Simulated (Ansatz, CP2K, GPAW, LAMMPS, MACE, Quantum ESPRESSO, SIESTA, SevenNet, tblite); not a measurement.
**tblite on glassy 94B2O3-6CaO (mol %) (77 atoms): settings against a plane-wave reference**

How do the settings of tblite change the result for glassy 94B2O3-6CaO (mol %) (77 atoms)? A plane-wave run serves as the yardstick.

Method: the method is named at each step, in tblite 0.8.0.

## 1. Set-up

The cell holds 77 atoms: 30 B, 1 Ca and 46 O. Cell: a = 9.702 Å, b = 9.702 Å, c = 9.702 Å, α = 90.0°, β = 90.0°, γ = 90.0°. 77 atoms (30 B, 1 Ca, 46 O) placed at random at 1.98 g/cm³, melted at 3000 K for 20 ps at fixed volume with the Buckingham and Coulomb pair potential of Guillot and Sator (Geochim. Cosmochim. Acta 71, 1249 (2007)) with the boron terms of Wang et al. (J. Non-Cryst. Solids 498, 294 (2018)). Quenched from 3000 K to 300 K at 20 K/ps and fixed volume, held 10 ps at zero pressure.

The yardstick, on the same geometry:

| Property | Result |
| --- | --- |
| method | Kohn-Sham DFT, PBE, PAW, plane waves (Ansatz 0.2.0); cutoff 420 eV, Γ point, fermi-dirac smearing of 0.05 eV; PAW set soft_2 |
| r.m.s. force component | 0.9446 eV/Å |
| longest force | 4.238 eV/Å |
| pressure | -9.04 GPa |
| gap (highest filled to lowest empty level) | 3.847 eV |
| SCF cycles | 9 |
| time | 4.3 s on 8 threads of Arm Neoverse V2, shared host |
| CPU time | 30 s |

## 2. GFN2-xTB

Method: GFN2-xTB tight binding, diagonalisation.

The input, run.py:

```python
import numpy as np
from ase.io import read
from tblite.ase import TBLite

atoms = read("structure.xyz")
atoms.calc = TBLite(method="GFN2-xTB", electronic_temperature=580, accuracy=1.0, max_iterations=250, mixer_damping=0.4, verbosity=1)
energy = atoms.get_potential_energy()
forces = atoms.get_forces()
print(f"energy {energy:.6f} eV")
print("forces (eV/A)")
for i, (a, f) in enumerate(zip(atoms, forces)):
    print(f"{i:4d} {a.symbol:2s} {f[0]:10.5f} {f[1]:10.5f} {f[2]:10.5f}")
stress = -atoms.get_stress(voigt=False) * 160.21766
print("stress (GPa, compression positive)")
for row in stress:
    print(" ".join(f"{x:10.4f}" for x in row))
print("charges (e)")
print(np.array2string(atoms.get_charges(), precision=4, suppress_small=True, max_line_width=110, threshold=100000))
```

The input, structure.xyz:

```xyz
77
Lattice="9.70233 0.00000 0.00000 0.00000 9.70233 0.00000 0.00000 0.00000 9.70233" Properties=species:S:1:pos:R:3 pbc="T T T"
B 3.72375 9.64305 6.47805
B 0.78589 7.60595 3.09010
B 6.65366 2.26064 9.37798
B 1.61757 7.08833 9.28736
B 5.28622 3.91023 7.71442
B 8.71551 0.78569 0.23916
B 7.30508 5.19987 4.88309
B 2.62361 9.61045 9.56330
B 4.84457 2.32759 5.56448
B 3.12202 5.42195 7.68910
B 8.15956 6.58352 2.09832
B 2.74508 5.98576 2.63030
B 1.96365 2.33225 3.87327
B 0.33279 2.21029 1.98762
B 5.01902 0.54304 1.05717
B 9.33345 3.49682 8.02276
B 7.82328 3.80807 2.42713
B 9.11514 6.13410 8.63071
B 6.00468 8.90606 3.29627
B 3.14152 3.66535 1.28672
B 7.88004 0.02086 5.09401
B 1.97307 2.35844 8.92546
B 7.82813 7.37154 6.53588
B 5.54197 8.18013 7.81426
B 5.06471 6.39374 3.86997
B 5.30358 2.90051 2.90138
B 8.18033 2.77487 5.58670
B 1.68520 9.46579 4.84505
B 7.20379 8.21768 0.20821
B 2.10114 4.73095 5.15951
Ca 0.73485 7.36756 6.26858
O 8.13647 1.41237 5.22383
O 4.36149 8.88685 7.46119
O 7.95135 5.20714 2.23978
O 5.08732 2.49233 4.21256
O 2.12064 0.94394 8.77265
O 2.49214 6.41033 8.44782
O 1.60302 2.40472 2.53279
O 6.07599 5.54566 4.34325
O 0.34298 6.61321 9.53370
O 1.31845 5.70371 4.49693
O 6.10286 3.34187 8.70658
O 5.75135 1.38054 0.25090
O 1.91893 7.12025 2.40695
O 2.48535 5.02600 6.50211
O 1.95531 8.41939 9.51828
O 4.19150 3.11600 2.05233
O 8.08757 9.27446 0.09780
O 5.23402 3.32033 6.46292
O 5.45669 9.66566 2.23086
O 2.39997 3.47838 4.59066
O 8.58782 7.01469 7.67959
O 7.11210 9.33277 4.01356
O 2.56782 9.10777 5.84313
O 8.00103 1.89428 9.40544
O 7.35233 7.24716 1.18989
[... 17 atom lines left out ...]
O 8.99387 3.06856 2.33069
O 9.16162 7.25472 2.78796
O 0.02668 1.18310 1.13993
O 3.76499 5.96625 3.63236
```

Run with:

```bash
> OMP_NUM_THREADS=1 python run.py > output.txt
```

What it wrote:

```text
------------------------------------------------------------
  cycle        total energy    energy error   density error
------------------------------------------------------------
      1     -220.9383563871  -2.2184203E+02   4.5077030E-01
      2     -227.5971564788  -6.6588001E+00   2.4470559E-01
      3     -227.8968689264  -2.9971245E-01   1.1308959E-01
      4     -227.8400225625   5.6846364E-02   4.4938839E-02
      5     -228.0435399508  -2.0351739E-01   2.0215961E-02
      6     -228.0752430761  -3.1703125E-02   1.3032025E-02
      7     -228.0832066721  -7.9635960E-03   5.8816644E-03
      8     -228.0842444254  -1.0377533E-03   2.6379964E-03
      9     -228.0846550043  -4.1057892E-04   1.1640982E-03
     10     -228.0846872562  -3.2251887E-05   9.1201315E-04
     11     -228.0847110831  -2.3826942E-05   2.0569382E-04
     12     -228.0847118609  -7.7777841E-07   1.0835312E-04
     13     -228.0847119999  -1.3894660E-07   5.6922108E-05
     14     -228.0847120299  -3.0071675E-08   2.5002677E-05
     15     -228.0847120420  -1.2063481E-08   9.8254672E-06
------------------------------------------------------------
 total:                                   5.219 sec
energy -6206.501146 eV
forces (eV/A)
   0 B     1.54360    0.22476   -0.09583
   1 B    -0.43698   -1.05494   -0.87965
   2 B    -0.87074   -0.86275   -0.27133
   3 B     0.49850    1.02745   -0.49355
   4 B    -0.50455   -0.86805    0.42239
   5 B    -1.71236    0.83803    1.12436
   6 B    -0.48729    2.00005    1.40013
   7 B     1.34581    0.16530    0.17026
   8 B     0.23546   -0.07685   -0.34041
   9 B    -0.02621   -0.25800   -1.19621
  10 B     0.71718   -1.10114   -0.09529
  11 B     0.08591   -0.39770   -0.02984
  12 B    -0.65316    1.02629    1.43792
  13 B    -1.50752    0.91064    0.10248
  14 B    -0.29039   -0.71804   -0.52768
  15 B    -0.19385    0.62369   -1.26666
  16 B     0.35146    0.55162   -0.54484
  17 B    -0.21951   -1.27748   -1.40591
  18 B    -0.55044    0.09025    0.12049
  19 B     1.14423    0.32041    0.54123
  20 B    -0.55771    0.20668   -0.04771
  21 B    -0.68911   -0.27789    1.36963
  22 B    -3.07650    0.05971   -0.72792
  23 B     1.72163    0.75148   -0.67157
[...]
69 O     0.48616   -0.62886    0.54781
  70 O    -0.47612   -0.22299    0.26214
  71 O     0.51257    0.02793    0.74319
  72 O     0.38071    0.05886    0.34178
  73 O     0.33689   -0.10272   -0.01936
  74 O     1.03705    0.20674   -0.07238
  75 O    -0.01637   -1.17833   -0.85435
  76 O     0.50138    0.10734   -1.01236
stress (GPa, compression positive)
  -10.7054     0.5377    -4.2516
    0.5377   -14.4860    -0.4110
   -4.2516    -0.4110    -8.3167
charges (e)
[ 0.6347  0.652   0.6313  0.6379  0.633   0.6404  0.6397  0.6306  0.6319  0.6356  0.6314  0.6456  0.64
  0.6336  0.6377  0.6446  0.6397  0.6351  0.631   0.6407  0.6373  0.6294  0.664   0.6261  0.632   0.6323
  0.6351  0.636   0.6315  0.6307  0.5614 -0.4391 -0.4197 -0.4269 -0.4035 -0.4378 -0.4153 -0.4198 -0.4292
 -0.4312 -0.5656 -0.3962 -0.4319 -0.4229 -0.4637 -0.3818 -0.4347 -0.4032 -0.4188 -0.4395 -0.4391 -0.444
 -0.4202 -0.3762 -0.4364 -0.4146 -0.4142 -0.4099 -0.4352 -0.3741 -0.4328 -0.4267 -0.4943 -0.4387 -0.4526
 -0.423  -0.4112 -0.4241 -0.4646 -0.4059 -0.4155 -0.4338 -0.4394 -0.4252 -0.3878 -0.4103 -0.4314]
```

It took 5.7 s on 1 thread of Arm Neoverse V2, shared host; peak memory 0.11 GiB.

Banners, paths, timers and routine set-up lines are dropped from the logs unmarked, and long logs keep their key lines alone; longer cuts are marked.

Compared with the plane-wave run:

```yaml
r_m_s_force_component: 0.7533 eV/Å
r_m_s_difference_of_force_components: 311.1 meV/Å
longest_difference_of_force_vectors: 1226 meV/Å
force_difference_over_r_m_s_force: 32.93 %
slope_of_forces_against_the_reference_s: 0.7637
correlation_of_force_components: 0.9577
pressure: -11.17 GPa
pressure_difference: -2.13 GPa
```

Length of the force difference by element (eV/Å):

| element | atoms | mean | most |
| --- | --- | --- | --- |
| B | 30 | 0.59 | 1.2 |
| Ca | 1 | 1.2 | 1.2 |
| O | 46 | 0.39 | 0.83 |

A closer look about O41, which bears the longest force: 9 atoms, nearest first, numbered in the order of the input, with positions taken from that point.

| atom | x | y | z | distance (Å) | Mulliken charge (e) | Fx | Fy | Fz (eV/Å) |
| --- | --- | --- | --- | --- | --- | --- | --- | --- |
| O41 | 0.00 | 0.00 | 0.00 | 0.00 | -0.57 | 1.34 | -1.77 | 2.59 |
| B30 | 0.78 | -0.97 | 0.66 | 1.41 | 0.63 | -1.27 | 1.11 | -1.11 |
| B12 | 1.43 | 0.28 | -1.87 | 2.37 | 0.65 | 0.09 | -0.40 | -0.03 |
| O45 | 1.17 | -0.68 | 2.01 | 2.42 | -0.46 | -0.13 | 0.34 | 0.53 |
| B2 | -0.53 | 1.90 | -1.41 | 2.43 | 0.65 | -0.44 | -1.05 | -0.88 |
| O51 | 1.08 | -2.23 | 0.09 | 2.48 | -0.44 | -0.71 | -1.50 | -0.24 |
| Ca31 | -0.58 | 1.66 | 1.77 | 2.50 | 0.56 | -0.21 | -0.41 | -1.08 |
| O44 | 0.60 | 1.42 | -2.09 | 2.60 | -0.42 | -0.31 | -0.55 | 0.59 |
| O77 | 2.45 | 0.26 | -0.86 | 2.61 | -0.43 | 0.50 | 0.11 | -1.01 |

Atoms are counted from 1 here, from 0 in the log.

Forces lie 33 % from the reference's, at 0.19 times its CPU time (on 1 against 8 cores).

## 3. GFN1-xTB

Method: GFN1-xTB tight binding, diagonalisation.

Edit run.py of step 2 so:

```diff
@@ -5,3 +5,3 @@
 atoms = read("structure.xyz")
-atoms.calc = TBLite(method="GFN2-xTB", electronic_temperature=580, accuracy=1.0, max_iterations=250, mixer_damping=0.4, verbosity=1)
+atoms.calc = TBLite(method="GFN1-xTB", electronic_temperature=580, accuracy=1.0, max_iterations=250, mixer_damping=0.4, verbosity=1)
 energy = atoms.get_potential_energy()
```

structure.xyz is that of step 2.

What it wrote:

```text
------------------------------------------------------------
  cycle        total energy    energy error   density error
------------------------------------------------------------
      1     -252.1684433848  -2.5336464E+02   1.0215877E+00
      2     -262.4849684446  -1.0316525E+01   4.7694351E-01
      3     -262.5195119573  -3.4543513E-02   2.5906516E-01
      4     -262.4356404649   8.3871492E-02   9.3889853E-02
      5     -262.5917782813  -1.5613782E-01   2.6511312E-02
      6     -262.6079685838  -1.6190303E-02   9.4043168E-03
      7     -262.6093089758  -1.3403920E-03   5.4865643E-03
      8     -262.6098707490  -5.6177316E-04   1.0289864E-03
      9     -262.6098789704  -8.2214206E-06   1.8643229E-04
     10     -262.6098794817  -5.1131212E-07   6.2648688E-05
     11     -262.6098795657  -8.3991267E-08   9.9471036E-06
------------------------------------------------------------
 total:                                   2.074 sec
energy -7145.978807 eV
forces (eV/A)
   0 B     1.32593   -0.14080   -0.08330
   1 B    -0.26189   -0.97845   -0.79384
   2 B    -0.57249   -0.98990   -0.36620
   3 B     0.18999    1.03688   -0.83051
   4 B    -0.68838   -0.82125    0.51459
   5 B    -1.74091    1.12418    1.23421
   6 B    -0.37802    2.13370    1.51742
   7 B     1.16463    0.31155   -0.12165
   8 B     0.17988   -0.24694   -0.11766
   9 B    -0.15373   -0.07874   -1.23186
  10 B     0.71093   -1.04433   -0.21174
  11 B     0.04494   -0.17558   -0.08242
  12 B    -0.85302    0.76616    1.58820
  13 B    -1.33605    0.78184    0.18300
  14 B    -0.27134   -0.76106   -0.56781
  15 B    -0.33691    0.95862   -1.46412
  16 B     0.45689    0.62060   -0.60258
  17 B    -0.08718   -1.15885   -1.67618
  18 B    -0.68835    0.02545    0.15203
  19 B     1.09510    0.39154    0.45241
  20 B    -0.30506    0.19751    0.23360
  21 B    -0.71312   -0.58539    1.37953
  22 B    -3.15379    0.25981   -0.66188
  23 B     1.81726    0.79178   -0.92011
[...]
69 O     0.74655   -0.67994    0.68776
  70 O    -0.55212   -0.31136    0.34264
  71 O     0.50879   -0.03053    0.86408
  72 O     0.26766   -0.10882    0.57531
  73 O     0.28020    0.01711    0.08849
  74 O     1.01002    0.13845   -0.09783
  75 O     0.06744   -1.49786   -1.05005
  76 O     0.56007   -0.02758   -1.05819
stress (GPa, compression positive)
   -8.3764     0.6627    -3.9466
    0.6627   -12.0521    -0.3660
   -3.9466    -0.3660    -5.8090
charges (e)
[ 0.678   0.7041  0.6735  0.6866  0.6793  0.6869  0.6808  0.6744  0.678   0.6742  0.6789  0.6913  0.6833
  0.677   0.6801  0.6844  0.6848  0.6735  0.6723  0.683   0.6714  0.6716  0.7008  0.6517  0.6682  0.6793
  0.6761  0.6871  0.6786  0.659   0.4365 -0.4711 -0.4478 -0.4621 -0.4373 -0.4693 -0.4299 -0.4395 -0.4519
 -0.4568 -0.5284 -0.4357 -0.4526 -0.4677 -0.4598 -0.4271 -0.4626 -0.439  -0.4446 -0.4674 -0.4594 -0.4331
 -0.4484 -0.3908 -0.4568 -0.4491 -0.4444 -0.4434 -0.4654 -0.393  -0.4725 -0.4563 -0.5113 -0.4645 -0.4437
 -0.4573 -0.4362 -0.4564 -0.4607 -0.4428 -0.4522 -0.4661 -0.4668 -0.4557 -0.4326 -0.4411 -0.4546]
```

It took 2.6 s on 1 thread; peak memory 0.11 GiB.

Compared with the plane-wave run:

```yaml
r_m_s_force_component: 0.7938 eV/Å
r_m_s_difference_of_force_components: 291.8 meV/Å
longest_difference_of_force_vectors: 1281 meV/Å
force_difference_over_r_m_s_force: 30.89 %
slope_of_forces_against_the_reference_s: 0.8054
correlation_of_force_components: 0.9584
pressure: -8.746 GPa
pressure_difference: 0.2941 GPa
```

Against the first run (33 %), the force difference from the reference is 31 %, at 0.45 times the CPU time.

## 4. The ladder

Differences are against the plane-wave reference, forces as r.m.s. over components; share is that over the reference's r.m.s. force, slope the least-squares factor from reference forces to these. Total energies of different programs have different zeros and aren't compared.

| run | Δ force, r.m.s. (meV/Å) | share (%) | slope | Δ pressure (GPa) | cores | CPU time | memory (GiB) |
| --- | --- | --- | --- | --- | --- | --- | --- |
| reference | - | - | - | - | 8 | 30 s | 1.1 |
| tblite GFN2-xTB | 311 | 32.9 | 0.764 | -2.13 | 1 | 5.7 s | 0.11 |
| tblite GFN1-xTB | 292 | 30.9 | 0.805 | 0.294 | 1 | 2.6 s | 0.11 |

CPU time is summed over cores on a shared host, where runs went side by side, so it is rough. Symmetry, cutoffs, thresholds, outputs and thread counts weren't matched or tuned between programs; memory under MPI is the largest rank's times the ranks.

Mean charges by element (e), by run and scheme:

| run | scheme | B | Ca | O |
| --- | --- | --- | --- | --- |
| reference | Löwdin | +0.67 | +1.84 | -0.40 |
| tblite GFN2-xTB | Mulliken | +0.64 | +0.56 | -0.43 |
| tblite GFN1-xTB | Mulliken | +0.68 | +0.44 | -0.45 |

The reference's Löwdin charges lack the electrons that the projection spills, 0.044 e an atom on average.

## 5. What came out

* nearest in forces: tblite GFN1-xTB, 31 %
* its CPU time: 2.6 s

What this shows: Tight binding differs by 31 % (tblite GFN1-xTB) to 33 % (tblite GFN2-xTB); it is another model, with fitted parameters of its own, and the xTB methods hold dispersion. Of the electronic-structure runs that take under half the reference's CPU time, tblite GFN1-xTB comes nearest, at 31 % in 2.6 s against 30 s. Charges hang on model, scheme and program or settings: among these rows the mean for Ca runs from +0.44 to +1.84 e. Periodic xTB results under one method name differ between programs and library versions. The quench rate of 20 K/ps is many orders above laboratory rates, so the cell is likely richer in defects and strain than a real sample. The network of bonds at the start is that of the classical potential that made the cell, and needn't be the one that DFT or experiment would give. The reference's stress is far from hydrostatic: its diagonal is -8.6, -12.5, -5.9 GPa, compression counted positive. The electronic-structure runs sample only Γ, in a cell whose shortest periodic width is 10 Å.

[Also dropped from logs without a mark: logging warnings of Python, and SIESTA's first energy breakdown and zero terms.]

[Logs are printed without paths, hosts, clocks, repeated set-up lines and the standing remarks that a program may print on its own settings, such as how far it seeks lower states.]

[Hosts, paths, dates, database ids (printed as entryN), source tags and the programs' standing remarks are cut or masked in the printed files.]
